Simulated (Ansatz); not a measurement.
# AlCo (Pm-3m): relaxing the cell for a phonon run

Wanted: the relaxed cell of AlCo (Pm-3m).

Main program and level: Ansatz 0.2.0; DFT PBE, scalar-relativistic, plane waves, norm-conserving pseudopotentials.

## 1. Starting point

The structure is cubic, space group Pm-3m (No. 221). Conventional cell: a = 2.819 Å, b = 2.819 Å, c = 2.819 Å, α = 90.00°, β = 90.00°, γ = 90.00°. Nearest to Al lie 8 Co at 2.44 Å. Co has 8 Al at 2.44 Å nearest. Farther neighbours are not listed.

## 2. A coarse first look

A quick single point on a coarse mesh tells whether the cell has a gap and how far it is from rest, which sets the k mesh and smearing that follow.

input.yaml reads:

```yaml
crystal:
  lattice:
    - [2.81940321, 0.0, 0.0]
    - [0.0, 2.81940321, 0.0]
    - [0.0, 0.0, 2.81940321]
  atoms:
    - { symbol: Al, position: [0.0, 0.0, 0.0] }
    - { symbol: Co, position: [0.5, 0.5, 0.5] }
kpoints:
  mp_grid: { grid: [6, 6, 6] }
hamiltonian:
  xc: pbe
  pseudopotentials: { kind: nc }
scf:
  occupations: { method: gaussian, width: 0.1 }
output:
  forces: true
  stress: true
  eigenvalues: true
```

On the command line:

```bash
$ ansatz run input.yaml --threads 4 --pin off --max-ram 7168MiB --backend cpu --events-out ev --progress --plain --runs-dir out
```

Numbers of over 12 decimals in the logs are rounded to 6 here.

The program printed:

```text
Engine: ansatz 0.2.0, aarch64-unknown-linux-gnu
Pseudopotentials: kind: nc
Pseudopotential: Al, nc, valence charge 3, recommended cutoff 544.227725 eV (normal), Al.nc.azcp
Pseudopotential: Co, nc, valence charge 17, recommended cutoff 1306.14654 eV (normal), Co.nc.azcp (PseudoDojo's, or run here from an input of PseudoDojo's: the run reads no file of this project's for it)
Functional definition: PBE
[...]
--- Band table (eV; the first three rows and the last of 20) ---
  k-point 0: bands = [... 6 lower, 12.1567, 14.4431, 14.4431, 14.4431, 21.3766, 21.3766, 21.3766, 24.1388]
  k-point 1: bands = [... 6 lower, 12.3020, 14.1766, 14.1766, 14.4725, 18.3716, 22.1020, 22.1020, 24.0500]
  k-point 2: bands = [... 6 lower, 12.6126, 13.7203, 13.7203, 14.5319, 15.9404, 23.8309, 23.9506, 23.9506]
  k-point 19: bands = [... 6 lower, 11.1897, 15.0744, 15.0744, 17.6350, 17.6350, 17.6350, 19.6465, 20.7996]
[key lines of the parts left out:]
SCF converged after 8 iterations
Free energy (F): -4332.769707 eV
Fermi energy:    15.335150 eV
P = ⅓ Tr σ = 6.9229 GPa (69.229 kbar)
```

It took 1.5 s on 4 threads of Arm Neoverse N1, shared host; peak memory 0.3 GiB.

This step gave:

- pressure: 6.923 GPa
- volume per atom: 11.21 Å³
- gap on the k-mesh: 0 eV

The coarse mesh shows no gap and a pressure of 6.9 GPa.

## 3. Bringing the structure to rest

Harmonic phonons are second derivatives at a point where the forces vanish, and they are wanted at zero stress, so atoms and cell are relaxed first.

input.yaml, the sections that differ from step 2:

```yaml
kpoints:
  mp_grid: { grid: [14, 14, 14] }
output:
  forces: true
  stress: true
  eigenvalues: true
  write_density: true
  write_potential: true
  elf: true
  volumetric_format: npy
relax:
  adjacent_minimum: "off"
  f_tol: 0.005
  max_steps: 80
  cell: { stress_tol: 0.05 }
# crystal, hamiltonian, scf: as in step 2
```

The program printed:

```text
[...]
Crystal: 2 atoms, lattice volume = 22.412 Å³
Basis set: ecut = 1306.14654 eV, 2469 PW (Γ), exchange–correlation on 72×72×72 points (8 copies of the dense FFT grid, shifted against one another)
Bands: 14, of which v1, the nominal top of the filled ones, is band 10 counted from 1 (9 counted from 0)
Symmetry: 48 space group operations
[...]
k-points: 120 of 2744
[...]
SCF iter   1: F=—  HF=-4333.058869 eV  |F-HF|=—  |Δ(HF+E_count)|=         —  Δρ=9.21e-2  dr2=1.12e0  ethr=3.10e-3  ⟨swp⟩=4.7  Hψ=8653  notcnv=0
[...]
SCF iter   7: F=-4332.774889 eV  HF=-4332.774889 eV  |F-HF|=8.61e-9  |Δ(HF+E_count)|=   1.60e-8  Δρ=7.36e-6  dr2=1.05e-8  ethr=5.00e-10  ⟨swp⟩=11.3  Hψ=13189  notcnv=0
SCF 1 converged in 7 iterations: F = -4332.774889 eV  dr2 = 1.05e-8
relax step   1: F+E_penalty+E_count = -4332.77488900 eV  Δ(F+E_penalty+E_count) = +0.000e0 eV  max|allowed force component| = 1.214e-27 eV/Å  Δτ_max = 0.0000 Å  P = +6.622 GPa  Ω = 22.412 Å³  (7 SCF iters, dr2 threshold 1.00e-7 eV, accepted)
Crystal: 2 atoms, lattice volume = 22.836 Å³
[...]
iter 1 solved again at ethr=4.84e-6 eV; its pass at ethr=3.10e-3 eV (dr2=9.68e-4 eV) is discarded
SCF iter   1: F=—  HF=-4332.787555 eV  |F-HF|=—  |Δ(HF+E_count)|=         —  Δρ=3.73e-3  dr2=1.60e-3  ethr=4.84e-6  ⟨swp⟩=1.0  Hψ=10535  notcnv=0
eigensolver tolerance schedule calibrated: the retry pair's looser diagonalisation under-reported the residual by θ = 0.40 (0.14/decade); ethr = c·dr2/N_el runs at the constant in force after the calibration composes with the one it found (an armed cap, an earlier calibration), c = 5.0e-2
[...]
SCF iter   2: F=—  HF=-4332.788295 eV  |F-HF|=—  |Δ(HF+E_count)|=   7.41e-4  Δρ=5.99e-3  dr2=7.04e-3  ethr=4.02e-6  ⟨swp⟩=2.1  Hψ=2899  notcnv=0  recentre
[...]
SCF iter   5: F=-4332.787298 eV  HF=-4332.787298 eV  |F-HF|=3.05e-8  |Δ(HF+E_count)|=   1.89e-7  Δρ=2.72e-5  dr2=4.71e-8  ethr=5.02e-10  ⟨swp⟩=11.2  Hψ=13383  notcnv=0
SCF 2 converged in 5 iterations: F = -4332.787298 eV  dr2 = 4.71e-8
relax step   2: F+E_penalty+E_count = -4332.78729776 eV  Δ(F+E_penalty+E_count) = -1.241e-2 eV  max|allowed force component| = 1.249e-29 eV/Å  Δτ_max = 0.0000 Å  P = +2.876 GPa  Ω = 22.836 Å³  energy of the carried Pulay correction = -1.032e-4 eV  (5 SCF iters, dr2 threshold 2.00e-7 eV, accepted)
Crystal: 2 atoms, lattice volume = 23.174 Å³
Basis set: ecut = 1306.14654 eV, 2517 PW (Γ), exchange–correlation on 72×72×72 points (8 copies of the dense FFT grid, shifted against one another)
[...]
SCF iter   5: F=-4332.790357 eV  HF=-4332.790357 eV  |F-HF|=1.64e-8  |Δ(HF+E_count)|=   1.07e-7  Δρ=2.10e-5  dr2=2.70e-8  ethr=7.51e-10  ⟨swp⟩=10.7  Hψ=12887  notcnv=0
SCF 3 converged in 5 iterations: F = -4332.790357 eV  dr2 = 2.70e-8
relax step   3: F+E_penalty+E_count = -4332.79035697 eV  Δ(F+E_penalty+E_count) = -3.059e-3 eV  max|allowed force component| = 1.177e-28 eV/Å  Δτ_max = 0.0000 Å  P = +0.141 GPa  Ω = 23.174 Å³  energy of the carried Pulay correction = -1.838e-4 eV  (5 SCF iters, dr2 threshold 2.00e-7 eV, accepted)
[...]
relax step   4: F+E_penalty+E_count = -4332.79036066 eV  Δ(F+E_penalty+E_count) = -3.699e-6 eV  max|allowed force component| = 1.685e-29 eV/Å  Δτ_max = 0.0000 Å  P = +0.003 GPa  Ω = 23.191 Å³  energy of the carried Pulay correction = -1.880e-4 eV  (4 SCF iters, dr2 threshold 4.95e-8 eV, accepted)
[...]
SCF iter   5: F=-4332.790643 eV  HF=-4332.790643 eV  |F-HF|=8.19e-12  |Δ(HF+E_count)|=  3.73e-11  Δρ=5.03e-7  dr2=1.07e-11  ethr=1.00e-12  ⟨swp⟩=5.1  Hψ=9266  notcnv=0
SCF 5 converged in 5 iterations: F = -4332.790643 eV  dr2 = 1.07e-11
relax step   5: F+E_penalty+E_count = -4332.79064283 eV  Δ(F+E_penalty+E_count) = -2.822e-4 eV  max|allowed force component| = 3.370e-29 eV/Å  Δτ_max = 0.0000 Å  P = +0.049 GPa  Ω = 23.191 Å³  stress off target by 4.86e-2 GPa  SCF on the basis re-selected at this cell (its energy is not comparable with the rows above)  (5 SCF iters)
basis re-selected at this cell: Δ(F+E_penalty+E_count) = -2.822e-4 eV, ΔP = +0.046 GPa vs the last step (what re-selecting the basis moved, of the pressure what is left beyond the Pulay correction that the steps carried, after the strain that the cell walked since its last selection, with what the two solves' SCF thresholds leave and, on support functions, any second-order correction that the steps lacked; it is no m [...]
SCF converged after 5 iterations
Free energy (F): -4332.790643 eV
[...]
Internal energy: -4332.787145 eV  (E = F + TS)
E sigma→0 (E₀):  -4332.788894 eV
Entropy (-TS):   -0.003498 eV (-1.749 meV/atom)
Fermi energy:    14.666340 eV
[...]
--- Stress (GPa, compression-positive) ---
        0.048609       0.000000       0.000000
        0.000000       0.048609       0.000000
        0.000000       0.000000       0.048609
  P = ⅓ Tr σ = 0.0486 GPa (0.486 kbar)
--- Band table (eV; the first three rows and the last of 120) ---
  k-point 0: bands = [... 6 lower, 11.6898, 13.8568, 13.8568, 13.8568, 20.5967, 20.5967, 20.5967, 23.3838]
  k-point 1: bands = [... 6 lower, 11.7166, 13.8040, 13.8040, 13.8623, 19.6782, 20.7326, 20.7326, 23.3713]
  k-point 2: bands = [... 6 lower, 11.7929, 13.6627, 13.6627, 13.8777, 18.1458, 21.1237, 21.1237, 23.3344]
  k-point 119: bands = [... 6 lower, 10.7365, 14.4488, 14.4488, 17.0251, 17.0251, 17.0251, 18.7251, 19.9951]
--- Relaxed structure (4 steps of the walk, 4 accepted, 1 SCFs on fresh bases) ---
  F+E_penalty+E_count = -4332.79064283 eV   max|allowed force component| = 3.370e-29 eV/Å   (the final SCF, on the basis selected at the relaxed cell)
  cell:  # Å, volume = 23.1913 Å³
    - [2.851729, 0, 0]
    - [0, 2.851729, 0.0]
    - [0, 0.0, 2.851729]
  atoms:
    - { symbol: Al, position: [0, 0, 0] }
    - { symbol: Co, position: [0.5, 0.5, 0.5] }
```

Run time: 77 s. Hardware: 4 threads; peak memory 0.45 GiB; 1.7 min of CPU time.

Relaxation path:

```csv
step,energy less that of the first step (eV),largest force component (eV/Å),pressure (GPa),volume (Å³)
1,0.0000,0.0000,6.62,22.41
2,-0.0124,0.0000,2.88,22.84
3,-0.0155,0.0000,0.14,23.17
4,-0.0155,0.0000,0.00,23.19
5*,-0.0158,0.0000,0.05,23.19
```

Relaxation steps marked * repeat the geometry before them on a plane-wave basis chosen anew for their cell, so energy and pressure can jump there.

The run keeps the 48 symmetry operations that it works with, so distortions that break them were not tested.

```csv
"conventional cell, symmetrised",before,after,change
a (Å),2.819,2.852,+1.1 %
b (Å),2.819,2.852,+1.1 %
c (Å),2.819,2.852,+1.1 %
volume (Å³/atom),11.21,11.60,+3.5 %
```

The relaxed structure:

```xyz
2
Lattice="2.8517 0.0000 0.0000 0.0000 2.8517 0.0000 0.0000 0.0000 2.8517" Properties=species:S:1:pos:R:3 pbc="T T T"
Al    0.0000    0.0000    0.0000
Co    1.4259    1.4259    1.4259
```

Numbers from this step:

```
pressure        : 0.04861 GPa
volume per atom : 11.60 Å³
```

Electrostatic potential energy in the ac plane at fractional y = 0.000, with atoms of Al within 0.2 Å of it. With pseudopotentials it is smooth inside the atoms' cores, unlike the true potential.

Ten even steps from '0' (-68 eV) to '9' (16 eV):
```
001578999987510
014689999998641
456889999998865
778899999999887
889999999999998
999999999999999
999999999999999
999999999999999
999999999999999
889999999999998
778899999999887
456889999998865
014689999998641
001578999987510
400478999987400
```
Columns run along a (2.9 Å; values clipped at the 3rd and 97th percentile), rows up along c (2.9 Å). Atoms in or near the plane, at fractional coordinates: Al at (0.00, 0.00).

ELF in the ac plane at fractional y = 0.000, with atoms of Al within 0.2 Å of it. It is the smooth field of the valence electrons, not physical close to the nuclei.

Values, 15 rows by 15 columns:
```
0.00 0.00 0.02 0.14 0.35 0.47 0.50 0.50 0.50 0.50 0.47 0.35 0.14 0.02 0.00
0.01 0.02 0.09 0.27 0.43 0.49 0.50 0.49 0.49 0.50 0.49 0.43 0.27 0.09 0.02
0.10 0.14 0.27 0.41 0.49 0.51 0.50 0.48 0.48 0.50 0.51 0.49 0.41 0.27 0.14
0.32 0.35 0.43 0.49 0.52 0.51 0.48 0.46 0.46 0.48 0.51 0.52 0.49 0.43 0.35
0.46 0.47 0.49 0.51 0.51 0.48 0.45 0.44 0.44 0.45 0.48 0.51 0.51 0.49 0.47
0.50 0.50 0.50 0.50 0.48 0.45 0.43 0.43 0.43 0.43 0.45 0.48 0.50 0.50 0.50
0.50 0.50 0.49 0.48 0.46 0.44 0.43 0.42 0.42 0.43 0.44 0.46 0.48 0.49 0.50
0.50 0.50 0.49 0.48 0.46 0.44 0.43 0.42 0.42 0.43 0.44 0.46 0.48 0.49 0.50
0.50 0.50 0.50 0.50 0.48 0.45 0.43 0.43 0.43 0.43 0.45 0.48 0.50 0.50 0.50
0.46 0.47 0.49 0.51 0.51 0.48 0.45 0.44 0.44 0.45 0.48 0.51 0.51 0.49 0.47
0.32 0.35 0.43 0.49 0.52 0.51 0.48 0.46 0.46 0.48 0.51 0.52 0.49 0.43 0.35
0.10 0.14 0.27 0.41 0.49 0.51 0.50 0.48 0.48 0.50 0.51 0.49 0.41 0.27 0.14
0.01 0.02 0.09 0.27 0.43 0.49 0.50 0.49 0.49 0.50 0.49 0.43 0.27 0.09 0.02
0.00 0.00 0.02 0.14 0.35 0.47 0.50 0.50 0.50 0.50 0.47 0.35 0.14 0.02 0.00
0.00 0.00 0.01 0.10 0.32 0.46 0.50 0.50 0.50 0.50 0.46 0.32 0.10 0.01 0.00
```
Columns run along a (2.9 Å), rows up along c (2.9 Å). Atoms in or near the plane, at fractional coordinates: Al at (0.00, 0.00).

Valence density in the ac plane at fractional y = 0.000, with atoms of Al within 0.2 Å of it. It is the smooth field of the valence electrons, not physical close to the nuclei.

Ten even steps from '0' (0.00 e/Å³) to '9' (0.41 e/Å³):
```
002345555554320
123455555555432
334555555555543
445566655666554
555566666666555
555566688666555
555556899865555
555556899865555
555566688666555
555566666666555
445566655666554
334555555555543
123455555555432
002345555554320
001345555554310
```
Columns run along a (2.9 Å), rows up along c (2.9 Å). Atoms in or near the plane, at fractional coordinates: Al at (0.00, 0.00).

In this step the volume went from 11.21 to 11.60 Å³/atom.

## 4. Relaxing to small forces for the phonons

Phonons need a cell at rest on their own settings, so the relaxation is repeated with tight tolerances on forces and stress on the k mesh and occupations of the first response run.

input.yaml reads:

```yaml
crystal:
  lattice:
    - [2.8517288171, 0.0, 0.0]
    - [0.0, 2.8517288171, 0.0]
    - [0.0, 0.0, 2.8517288171]
  atoms:
    - { symbol: Al, position: [0.0, 0.0, 0.0] }
    - { symbol: Co, position: [0.5, 0.5, 0.5] }
kpoints:
  mp_grid: { grid: [16, 16, 16] }
hamiltonian:
  xc: pbe
  pseudopotentials: { kind: nc }
scf:
  occupations: { method: methfessel_paxton, width: 0.15 }
output:
  forces: true
  stress: true
  eigenvalues: true
relax:
  adjacent_minimum: "off"
  f_tol: 0.001
  max_steps: 60
  cell: { stress_tol: 0.01 }
```

The program printed:

```text
[...]
Crystal: 2 atoms, lattice volume = 23.191 Å³
Basis set: ecut = 1306.14654 eV, 2517 PW (Γ), exchange–correlation on 72×72×72 points (8 copies of the dense FFT grid, shifted against one another)
Bands: 14, of which v1, the nominal top of the filled ones, is band 10 counted from 1 (9 counted from 0)
[... 1 set-up line as in the run before ...]
[...]
k-points: 165 of 4096
[...]
k-point 164: bands = [... 6 lower, 10.7353, 14.4463, 14.4463, 17.0243, 17.0243, 17.0243, 18.7239, 19.9934]
--- Relaxed structure (2 steps of the walk, 2 accepted, 1 SCFs on fresh bases) ---
[...]
cell:  # Å, volume = 23.1923 Å³
    - [2.851769, 0.0, 0.0]
    - [0.0, 2.851769, 0.0]
    - [0.0, 0.0, 2.851769]
  atoms:
    - { symbol: Al, position: [0, 0, 0] }
    - { symbol: Co, position: [0.500000, 0.500000, 0.500000] }
[key lines of the parts left out:]
SCF converged after 6 iterations
Free energy (F): -4332.787110 eV
Fermi energy:    14.675038 eV
P = ⅓ Tr σ = 0.0051 GPa (0.051 kbar)
```

The job ended after 4 min (4 threads; peak memory 0.53 GiB; 83 s of CPU time).

Little changed from the start: no atom moved by 0.005 Å and no cell edge by 0.1 %.

Numbers from this step:

```
pressure : 0.005123 GPa
```

The forces vanish by symmetry and the pressure is 0.005 GPa, within the tolerances set. The cell now holds 11.60 Å³/atom.

## 5. What came out

```json
{
 "space group after relaxation (within 0.01 Å)": "Pm-3m",
 "lattice constant a": "2.852 Å",
 "lattice constant b": "2.852 Å",
 "lattice constant c": "2.852 Å",
 "volume per atom": "11.6 Å³"
}
```

What this shows: The forces vanish by symmetry and the pressure is 0.005 GPa, within the tolerances set. The cell now holds 11.60 Å³/atom. The relaxation keeps the symmetry of its start, so it says nothing on stability against lower symmetry. The runs are without spin polarisation, although Co often carries a moment.

[Logs are printed without paths, hosts, clocks, repeated set-up lines and the standing remarks that a program may print on its own settings, such as how far it seeks lower states.]

[Hosts, paths, dates, database ids (printed as entryN), source tags and the programs' standing remarks are cut or masked in the printed files.]
